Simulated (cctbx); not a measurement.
**From intensities to atoms**

Cell a = 4.5120 Å, b = 17.2650 Å, c = 7.2920 Å, α = 90.00°, β = 90.00°, γ = 90.00°; space group Cmcm (no. 63); content Nd4 Cd4 Sc16.

Simulated single-crystal data (cctbx): Cu Kα, λ = 1.54184 Å, to d = 0.8 Å, 80 % of the full sphere, strongest reflection 40000 counts, noise from counting, a 1.5 % proportional error and a noise floor of 15 counts (s.d.); no absorption.

1 earlier start (other random phases, and plain and normalised amplitudes in turn) led nowhere (symmetry correlation 0.73).

Charge flipping in P1 on plain amplitudes to 0.8 Å, δ = 1.2 σ, 20 % of the reflections treated as weak, 300 cycles:

```text
cycle      R  skewness
    0  0.531     0.44
   25  0.471     2.32
   50  0.434     2.39
   75  0.432     2.33
  100  0.433     2.24
  125  0.412     2.27
  150  0.427     2.43
  175  0.419     2.41
  200  0.427     2.24
  225  0.413     2.47
  250  0.427     2.27
  275  0.409     2.37
origin shift          correlation  skewness
 0.322  0.232  0.105      0.843      3.93
 0.321  0.398  0.102      0.808      2.78
 0.322  0.066  0.103      0.797      3.03
 0.316  0.135  0.101      0.803      2.02
taken: symmetry correlation 0.843, skewness 3.93
peak      x       y       z  mult  height/sigma
Q1    0.0000  0.3897  0.7500    4     17.8
Q2    0.0000  0.2760  0.2500    4     10.4
Q3    0.0000  0.4321  0.2500    4      6.3
Q4    0.0000  0.0000  0.0000    4      6.2
Q5    0.0000  0.1947  0.5502    8      4.3
Q6    0.0000  0.1258  0.0308    8      3.6
Q7    0.1913  0.2575  0.5616   16      2.9
Q8    0.1917  0.0591  0.7500    8      2.9
Q9    0.0000  0.0561  0.1333    8      2.5
Q10   0.2038  0.2683  0.2500    8      2.4
```

The origin is taken among those within 0.04 of the best correlation, by the skewness of the map.

Run time: 0.37 s on 1 thread of Arm Neoverse V2, on a shared host, peak memory 0.08 GiB.

Q: Assign the peaks.

Heights go roughly as Z and multiplicities must add up to the content. First model: Q1 = Nd1 (4 in the cell, height 17.8), Q2 = Cd1 (4 in the cell, height 10.4), Q3 = Sc1 (4 in the cell, height 6.3), Q4 = Sc2 (4 in the cell, height 6.2) and Q5 = Sc3 (8 in the cell, height 4.3). Against the true structure, Q1 is Nd, Q2 is Cd, Q3 is Sc, Q4 is Sc and Q5 is Sc; the other peaks are not atoms.

Least squares on F², isotropic:

```text
Rint 0.017, 356 unique reflections to 0.80 A
cycle     R1     wR2    GooF  max shift (A)
   1  0.1779  0.3812  29.761   0.10640
   2  0.0054  0.0117   0.912   0.00000
final R1 0.0054 wR2 0.0117 GooF 0.912  parameters 10  data/parameter 35.6
atom        x        y        z      Ueq    occ   su(xyz)  su(Uiso or U11)
Nd1    0.00000  0.38709  0.75000   0.0041  1.000  0.00001  0.0000
Cd1    0.00000  0.27790  0.25000   0.0049  1.000  0.00001  0.0000
Sc1    0.00000  0.42594  0.25000   0.0062  1.000  0.00003  0.0001
Sc2    0.00000  0.00000  0.00000   0.0073  1.000  0.00000  0.0001
Sc3    0.00000  0.19041  0.55758   0.0073  1.000  0.00004  0.0001
difference map: max 0.30 min -0.27 rms 0.06
Q1    0.0000  0.3231  0.6115    8    0.31  1.50 A from Nd1
Q2    0.0000  0.1895  0.1266    8    0.22  1.34 A from Sc3
Q3    0.0000  0.0293  0.0695    8    0.22  0.72 A from Sc2
Q4    0.0000  0.3905  0.2500    4    0.20  0.61 A from Sc1
Q5    0.0000  0.4587  0.7500    4    0.20  1.24 A from Nd1
```

Anisotropic refinement:

```text
Rint 0.017, 356 unique reflections to 0.80 A
cycle     R1     wR2    GooF  max shift (A)
   1  0.0054  0.0117   0.933   0.00015
   2  0.0052  0.0112   0.892   0.00000
final R1 0.0052 wR2 0.0112 GooF 0.892  parameters 22  data/parameter 16.2
atom        x        y        z      Ueq    occ   su(xyz)  su(Uiso or U11)
Nd1    0.00000  0.38709  0.75000   0.0041  1.000  0.00001  0.0001
Cd1    0.00000  0.27790  0.25000   0.0049  1.000  0.00001  0.0001
Sc1    0.00000  0.42594  0.25000   0.0062  1.000  0.00003  0.0002
Sc2    0.00000  0.00000  0.00000   0.0073  1.000  0.00000  0.0002
Sc3    0.00000  0.19042  0.55758   0.0074  1.000  0.00004  0.0001
difference map: max 0.31 min -0.27 rms 0.06
Q1    0.0000  0.3223  0.6116    8    0.32  1.51 A from Nd1
Q2    0.0000  0.0291  0.0453    8    0.26  0.60 A from Sc2
Q3    0.0000  0.3912  0.2500    4    0.23  0.60 A from Sc1
Q4    0.0000  0.1892  0.1263    8    0.21  1.34 A from Sc3
Q5    0.2659  0.1854  0.0568   16    0.20  1.46 A from Sc3
Q6    0.0000  0.0926  0.0150    8    0.19  1.60 A from Sc2
```

**Reading.** The refinement ends at R1 = 0.0052, wR2 = 0.0112, GooF = 0.89, with difference density between -0.27 and 0.31 e/Å³. Every site matches the true model in element, within 0.001 Å r.m.s., up to an allowed shift of origin.

True model:

| atom | mult. | x | y | z | Ueq (Å²) |
| --- | --- | --- | --- | --- | --- |
| Nd1 | 4 | 1/2 | 0.8871 | 1/4 | 0.0041 |
| Cd1 | 4 | 0 | 0.7221 | 1/4 | 0.0049 |
| Sc1 | 8 | 1/2 | 0.6904 | 0.4425 | 0.0073 |
| Sc2 | 4 | 0 | 0.5741 | 1/4 | 0.0063 |
| Sc3 | 4 | 0 | 0 | 1/2 | 0.0073 |

The model is made up (kin elements in a known structure type, no relaxation), so it says nothing on whether the phase exists.

[Middle refinement cycles are left out of these outputs.]

[Logs are printed without paths, hosts, clocks, repeated set-up lines and the standing remarks that a program may print on its own settings, such as how far it seeks lower states.]
